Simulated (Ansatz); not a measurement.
# Bi2S2O (P4/nmm): band gap by G0W0 on HSE06

How far does one-shot GW move the HSE06 gap of Bi2S2O (P4/nmm)?

Main program and level: Ansatz 0.2.0; HSE06, then G0W0 on it, plane waves, PAW.

### 1. The starting structure

The structure is tetragonal, space group P4/nmm (No. 129). Conventional cell: a = 3.954 Å, b = 3.954 Å, c = 14.051 Å, α = 90.00°, β = 90.00°, γ = 90.00°. Nearest to Bi lie 5 S at 2.52 to 2.82 Å. Nearest to Bi lie 4 O at 2.34 Å and 4 S at 3.12 Å. Nearest to S lie 4 Bi at 2.82 Å. Nearest to S lie 5 Bi at 2.52 to 3.12 Å. Nearest to O lie 4 Bi at 2.34 Å. Farther neighbours and most contacts between anions are not listed.

The cell and positions are those that the Materials Project relaxed with its own functionals (PBE, PBE+U or r2SCAN), kept fixed. Spin-orbit coupling is left out unless a step names it. The default PAW set here is soft_2. Its files were made with PBE.

### 2. The starting point: HSE06

HSE06 mixes in a quarter of exact exchange at short range.

This step: DFT, HSE06, plane waves, PAW.

Input file input.yaml:

```yaml
crystal:
  lattice:
    - [3.95410139, 0.0, 0.0]
    - [0.0, 3.95410139, 0.0]
    - [0.0, 0.0, 14.05057958]
  atoms:
    - { symbol: Bi, position: [0.0, 0.5, 0.86649583] }
    - { symbol: Bi, position: [0.5, 0.0, 0.13350417] }
    - { symbol: Bi, position: [0.5, 0.0, 0.58909314] }
    - { symbol: Bi, position: [0.0, 0.5, 0.41090686] }
    - { symbol: S, position: [0.5, 0.0, 0.89431341] }
    - { symbol: S, position: [0.0, 0.5, 0.10568659] }
    - { symbol: S, position: [0.0, 0.5, 0.68748752] }
    - { symbol: S, position: [0.5, 0.0, 0.31251248] }
    - { symbol: O, position: [0.0, 0.0, 0.5] }
    - { symbol: O, position: [0.5, 0.5, 0.5] }
kpoints:
  mp_grid: { grid: [4, 4, 2] }
  band_path:
    path:
      - [0.0, 0.0, 0.0]
      - [0.0, 0.5, 0.0]
      - [0.5, 0.5, 0.0]
      - [0.0, 0.0, 0.5]
      - [0.0, 0.5, 0.5]
      - [0.5, 0.5, 0.5]
    npoints: 1
hamiltonian:
  xc: hse06
scf:
  occupations: { method: fixed }
  n_extra_bands: 7
output:
  eigenvalues: true
```

The run is started by

```
ansatz run input.yaml --threads 3 --pin off --max-ram 92160MiB --backend cuda --events-out ev --progress --plain --runs-dir out --devices 1 --max-vram 13GiB
```

Numbers of over 12 decimals in the logs are rounded to 6 here.

What it wrote:

```text
scf.n_extra_bands = 7 over 48 filled bands (N_el = 96.0): the run solves 55 bands
GPUs: using 1 of 1 available (devices: 1).
Engine: ansatz 0.2.0, x86_64-unknown-linux-gnu
Pseudopotentials: kind: paw
Pseudopotential: Bi, paw, valence charge 15, recommended cutoff 420 eV (normal), Bi.paw.azcp
Pseudopotential: S, paw, valence charge 6, recommended cutoff 420 eV (normal), S.paw.azcp
Pseudopotential: O, paw, valence charge 6, recommended cutoff 420 eV (normal), O.paw.azcp
Functional definition: HSE06
  parameter a = 0.25
  parameter omega = 0.11/bohr
  exchange = pbe_x - a*pbe_x_sr(omega) + a*exact_x_sr(omega)
  correlation = pbe_c
davidson cushion auto → on  (no smearing: the cushion is to keep the highest requested band from converging to the state above it; pin scf.eigensolver.cushion to override)
device memory: the entry about to start is reckoned to put 3.2 GiB on a device that reports 73.4 GiB free (of which the cap on the GPU budget leaves the run 13.0 GiB)
GPU FFT provider: cuFFT
GPU libraries: cuBLAS 13.8.2, cuFFT 12.4.0, cuSOLVER 12.3.4
Crystal: 10 atoms, lattice volume = 219.680 Å³
Basis set: ecut = 420 eV, 4319 PW (Γ)
Bands: 55, of which v1, the nominal top of the filled ones, is band 48 counted from 1 (47 counted from 0)
Symmetry: 16 space group operations
Space group: P4/nmm (ITA 129), of the structure as read, at distance tolerance 6.0e-5 Å
k-points: 12 of 32
Non-local potential: Bi, projectors of the file, l = 0: 2, l = 1: 2, l = 2: 2, l = 3: 2
Non-local potential: S, projectors of the file, l = 0: 2, l = 1: 2, l = 2: 2
Non-local potential: O, projectors of the file, l = 0: 2, l = 1: 2, l = 2: 1
PAW form: soft (Blöchl's): semilocal exchange-correlation on the pseudo side does not see the compensation charge
PAW frozen core: Bi, regenerated for the run's functional, and the local potential with it (the file was generated under x = pbe(κ = 0.804, μ = 0.219515), c = pbe(β = 0.066725))
PAW frozen core: S, regenerated for the run's functional, and the local potential with it (the file was generated under x = pbe(κ = 0.804, μ = 0.219515), c = pbe(β = 0.066725))
PAW frozen core: O, regenerated for the run's functional, and the local potential with it (the file was generated under x = pbe(κ = 0.804, μ = 0.219515), c = pbe(β = 0.066725))
PAW one-centre angular grid: Bi, 590 points (default); XC on 64 Gauss nodes
PAW one-centre angular grid: S, 110 points (default); XC on 64 Gauss nodes
PAW one-centre angular grid: O, 110 points (default); XC on 96 Gauss nodes
Initial density: superposition of atomic densities (neutral atoms: chi_scale 0, normalization atom), corrected by the library's trained network
Initial wavefunctions: pseudopotential atomic-orbital guess
GPU buffer pool allocated for 69984 grid points (all kernels)
GPU transforms: local potential and band sums: pruned to the plane-wave sphere, on 27×27×96
Functional: x = pbe(κ = 0.804, μ = 0.219515), c = pbe(β = 0.066725), warm-up for x = pbe(κ = 0.804, μ = 0.219515) + 0.25 (exact − pbe) at short range (hse, ω = 0.207870 Å⁻¹), c = pbe(β = 0.066725); HSE06 as pw.x's `hse` composes it (authors' and Libxc's form: `xc: wpbeh`)
SCF iter   1: F=—  HF=-54330.878344 eV  |F-HF|=—  |Δ(HF+E_count)|=         —  Δρ=2.35e-3  dr2=8.38e-2  ethr=1.77e-3  ⟨swp⟩=7.8  Hψ=2937  notcnv=0
preconditioner: auto → none  [insulator: Δε(μ)=0.998 eV  Ē_g=16.033 eV  n_scr=50 (ndim 8)  ℏωp=24.5 eV  f_vac=0.004]
SCF iter   2: F=—  HF=-54330.974975 eV  |F-HF|=—  |Δ(HF+E_count)|=   9.66e-2  Δρ=5.56e-3  dr2=8.42e-1  ethr=8.73e-5  ⟨swp⟩=6.2  Hψ=2022  notcnv=0  defer=2
iter 3 solved again at ethr=6.31e-6 eV; its pass at ethr=8.73e-5 eV (dr2=6.06e-3 eV) is discarded
SCF iter   3: F=—  HF=-54330.877499 eV  |F-HF|=—  |Δ(HF+E_count)|=   9.75e-2  Δρ=1.21e-3  dr2=6.10e-3  ethr=6.31e-6  ⟨swp⟩=3.9  Hψ=3296  notcnv=0
SCF iter   4: F=—  HF=-54330.876890 eV  |F-HF|=—  |Δ(HF+E_count)|=   6.08e-4  Δρ=7.03e-4  dr2=1.26e-3  ethr=6.31e-6  ⟨swp⟩=3.5  Hψ=1593  notcnv=0
SCF iter   5: F=—  HF=-54330.877024 eV  |F-HF|=—  |Δ(HF+E_count)|=   1.34e-4  Δρ=2.66e-4  dr2=9.85e-5  ethr=1.31e-6  ⟨swp⟩=4.3  Hψ=1554  notcnv=0
SCF iter   6: F=-54330.877126 eV  HF=-54330.877126 eV  |F-HF|=2.29e-7  |Δ(HF+E_count)|=   1.02e-4  Δρ=8.09e-5  dr2=1.77e-5  ethr=1.03e-7  ⟨swp⟩=4.1  Hψ=1884  notcnv=0
SCF 1 stopped early in 6 iterations: F = -54330.877126 eV  dr2 = 1.77e-5
  greatest PAW one-centre occupation: 0.991 electrons in one spin orbital (limit 2), on the Bi atom at site 3 (counted from 0), in its partial waves of l = 2
device memory: the entry about to start is reckoned to put 4.0 GiB (of the 4.1 GiB reckoned in all, the device holds 0.1 GiB already) on a device that reports 77.5 GiB free (of which the cap on the GPU budget leaves the run 12.9 GiB)
GPU FFT provider: cuFFT
GPU libraries: cuBLAS 13.8.2, cuFFT 12.4.0, cuSOLVER 12.3.4
Initial density: handed on by an earlier stage of this run
Initial wavefunctions: those handed on with the density
GPU buffer pool allocated for 69984 grid points (all kernels)
GPU transforms: local potential and band sums: pruned to the plane-wave sphere, on 27×27×96
Functional: x = pbe(κ = 0.804, μ = 0.219515) + 0.25 (exact − pbe) at short range (hse, ω = 0.207870 Å⁻¹), c = pbe(β = 0.066725); HSE06 as pw.x's `hse` composes it (authors' and Libxc's form: `xc: wpbeh`)
Exchange kernel: α = 0.2500, screened, ω = 0.2079 Å⁻¹, Wigner–Seitz truncation, v(0) = 1038.0734 eV·Å³, q-mesh 4×4×2, nearest image of the exchange supercell L = 15.82 Å, pair-density grid 24×24×72, without the augmentation charges, whose exchange is taken in its separable form by FFT convolution over the k-point mesh (sized by the pseudopotential files, 27×27×96 at the most), smooth part of the exact exchange by density-matrix convolution in up to 5.16 GiB of GPU memory as planned if the GPU has room (build and FFT work areas not counted)
Frozen-core exchange: fock
SCF iter   1: F=—  HF=-54346.813974 eV  |F-HF|=—  |Δ(HF+E_count)|=         —  Δρ=6.34e-3  dr2=1.12e-1  ethr=1.84e-7  ⟨swp⟩=9.3  Hψ=4272  notcnv=0
preconditioner: auto → none  [insulator: Δε(μ)=1.381 eV  Ē_g=9.542 eV  n_scr=50 (ndim 8)  ℏωp=18.1 eV  f_vac=0.002]
SCF iter   2: F=—  HF=-54346.791167 eV  |F-HF|=—  |Δ(HF+E_count)|=   2.28e-2  Δρ=4.25e-3  dr2=4.06e-2  ethr=1.84e-7  ⟨swp⟩=7.1  Hψ=3306  notcnv=0
SCF iter   3: F=—  HF=-54346.787521 eV  |F-HF|=—  |Δ(HF+E_count)|=   3.65e-3  Δρ=2.19e-3  dr2=2.65e-2  ethr=1.84e-7  ⟨swp⟩=7.0  Hψ=3221  notcnv=0
SCF iter   4: F=—  HF=-54346.819417 eV  |F-HF|=—  |Δ(HF+E_count)|=   3.19e-2  Δρ=1.35e-3  dr2=5.32e-3  ethr=1.84e-7  ⟨swp⟩=6.9  Hψ=3075  notcnv=0  defer=2
SCF iter   5: F=—  HF=-54346.818077 eV  |F-HF|=—  |Δ(HF+E_count)|=   1.34e-3  Δρ=1.95e-4  dr2=2.75e-4  ethr=1.84e-7  ⟨swp⟩=4.8  Hψ=2436  notcnv=0
SCF iter   6: F=—  HF=-54346.819897 eV  |F-HF|=—  |Δ(HF+E_count)|=   1.82e-3  Δρ=4.52e-4  dr2=8.31e-4  ethr=5.87e-8  ⟨swp⟩=5.1  Hψ=2613  notcnv=0
SCF iter   7: F=-54346.819723 eV  HF=-54346.819725 eV  |F-HF|=2.54e-6  |Δ(HF+E_count)|=   1.71e-4  Δρ=5.53e-5  dr2=1.11e-5  ethr=5.87e-8  ⟨swp⟩=5.0  Hψ=2189  notcnv=0
SCF 2 stopped early in 7 iterations: F = -54346.819723 eV  dr2 = 1.11e-5
hybrid outer 1: dexx = +4.219e-2 eV, tail = 1.43e-4 eV
GPU FFT provider: cuFFT
GPU libraries: cuBLAS 13.8.2, cuFFT 12.4.0, cuSOLVER 12.3.4
GPU buffer pool allocated for 69984 grid points (all kernels)
GPU transforms: local potential and band sums: pruned to the plane-wave sphere, on 27×27×96
Exchange kernel: α = 0.2500, screened, ω = 0.2079 Å⁻¹, Wigner–Seitz truncation, v(0) = 1038.0734 eV·Å³, q-mesh 4×4×2, nearest image of the exchange supercell L = 15.82 Å, pair-density grid 24×24×72, without the augmentation charges, whose exchange is taken in its separable form by FFT convolution over the k-point mesh (sized by the pseudopotential files, 27×27×96 at the most), smooth part of the exact exchange by density-matrix convolution in up to 5.16 GiB of GPU memory as planned if the GPU has room (build and FFT work areas not counted)
Frozen-core exchange: fock
SCF iter   1: F=—  HF=-54346.818061 eV  |F-HF|=—  |Δ(HF+E_count)|=         —  Δρ=8.12e-5  dr2=2.33e-5  ethr=7.47e-7  ⟨swp⟩=2.8  Hψ=1485  notcnv=0
preconditioner: auto → none  [insulator: Δε(μ)=1.387 eV  Ē_g=9.513 eV  n_scr=50 (ndim 8)  ℏωp=18.1 eV  f_vac=0.004]
iter 2 solved again at ethr=4.30e-10 eV; its pass at ethr=2.23e-8 eV (dr2=4.13e-7 eV) is discarded
SCF iter   2: F=—  HF=-54346.818059 eV  |F-HF|=—  |Δ(HF+E_count)|=   2.15e-6  Δρ=1.91e-5  dr2=8.99e-7  ethr=4.30e-10  ⟨swp⟩=3.8  Hψ=3809  notcnv=0
SCF iter   3: F=—  HF=-54346.818063 eV  |F-HF|=—  |Δ(HF+E_count)|=   3.49e-6  Δρ=1.58e-5  dr2=6.86e-7  ethr=4.30e-10  ⟨swp⟩=5.1  Hψ=2263  notcnv=0
SCF iter   4: F=-54346.818062 eV  HF=-54346.818062 eV  |F-HF|=1.07e-8  |Δ(HF+E_count)|=   1.49e-7  Δρ=1.82e-6  dr2=2.32e-8  ethr=4.30e-10  ⟨swp⟩=3.6  Hψ=1694  notcnv=0
SCF 3 converged in 4 iterations: F = -54346.818062 eV  dr2 = 2.32e-8
hybrid outer 2: dexx = +3.493e-6 eV, tail = 7.97e-8 eV, Δε = 4.05e-3 eV (about 1.25e-4 eV left of the loop's levels)
the search or the solves at the SCF's close seem to have found levels that the self-consistency loop had missed (the run counts 1). By its estimate they hold under 1e-12 electrons; where the run keeps them, the occupations were computed again with them
device memory: the entry about to start is reckoned to put 1.2 GiB on a device that reports 49.9 GiB free (of which the cap on the GPU budget leaves the run 13.0 GiB)
NSCF: frozen V_eff on 6 k-points
hybrid SCF converged: 2 outer / 11 inner (+6 warm-up), last move |dexx| = 3.49e-6 eV, tail = 7.97e-8 eV
Stability not checked: this state was not tested for a lower state beside it, because the functional holds exact exchange (a hybrid, or Hartree-Fock), whose exchange loop this test does not read (fock_operator; see scf.lower_state_search)
Free energy (F): -54346.818062 eV
Frozen-core exchange: fock
Harris-Foulkes:  -54346.818062 eV  (|F-HF|=1.07e-8)
Internal energy: -54346.818062 eV  (E = F + TS)
E sigma→0 (E₀):  -54346.818062 eV
Fermi energy:    8.232623 eV
--- Per-component energies (eV) ---
  E_band       = -578.023065
  E_kinetic    = 1974.655047
  E_local      = -8850.894261  (includes V_loc(G=0)·N_el)
  E_nonlocal   = 2468.166260
  E_hartree    = 3173.776059
  E_xc         = -918.362948
  E_vxc        = -893.493786  (∫ρ·V_xc dr)
  E_exx        = -223.043206  (= α·E_x^exact, valence–valence)
  E_paw        = -45391.116935  (= ΣΔE_a)
  E_vpaw       = -1177.927431  (= ΣTr[D̂ρ^β])
  E_aug_tail   = 0.003101  (compensation charges beyond the density's cutoff)
  E_ewald      = -6580.180271
  E_core_change = 0.179093  (= ΣΔE_core)
  E_smearing   = -0.000000  (= −TS)
  E_closure    = -0.000000  (closes the sum)
  Σ components = -54346.818062   (vs F -54346.818062, Δ=7.28e-12)
--- Band table (eV; the first three rows and the last of 12) ---
  k-point 0: bands = [... 44 lower, 6.8592, 7.0575, 7.1036, 7.1036, 10.2817, 11.0704, 12.8211, 13.0181, ... 3 higher]
  k-point 1: bands = [... 44 lower, 6.8362, 6.9437, 7.1257, 7.1257, 10.3836, 11.2013, 12.7639, 13.0665, ... 3 higher]
  k-point 2: bands = [... 44 lower, 6.9830, 7.1664, 7.2219, 7.3186, 11.3463, 11.6355, 11.6389, 11.9073, ... 3 higher]
  k-point 11: bands = [... 44 lower, 6.2426, 6.2426, 6.8213, 6.8213, 11.9466, 11.9466, 12.6756, 12.6756, ... 3 higher]
```

The job ended after 34 s (1 × NVIDIA H100 80GB HBM3 (shared by 6 runs) with 3 threads of AMD EPYC 7R13 (Zen 3), shared host; peak memory 1.6 GiB; 49 s of CPU time).

This step gave:

- gap: 1.387 eV
- valence top at: X
- conduction bottom at: X
- least direct gap: 1.387 eV
- exact-exchange fraction: 0.25

Over mesh and listed points the gap is 1.387 eV, direct, at k = (0.000, 0.500, 0.000).

[end of part 1 of 2]

[Paths, hosts, dates, memory and timing lines, banners, echoed tables and standing remarks are left out of the program output.]

[Logs are printed without paths, hosts, clocks, repeated set-up lines and the standing remarks that a program may print on its own settings, such as how far it seeks lower states.]

[Runs of the session that timed out or met a known fault of the program may be left out.]

[Cells called generated may have been cut or substituted from an entry of the Crystallography Open Database or the Materials Project.]

[Hosts, paths, dates, database ids (printed as entryN), source tags and the programs' standing remarks are cut or masked in the printed files.]

[Where an RPA ε∞ is given, it is that of the G0W0 mesh and is not shown converged in it. Names of k-points follow the symmetry that the program found, which can be lower than the space group named. Band edges on a path are those of the sampled points; other points can move an edge, and change direct to indirect where valleys lie close.]

[Hybrid gaps are those of their k-mesh and are not shown converged in it.]
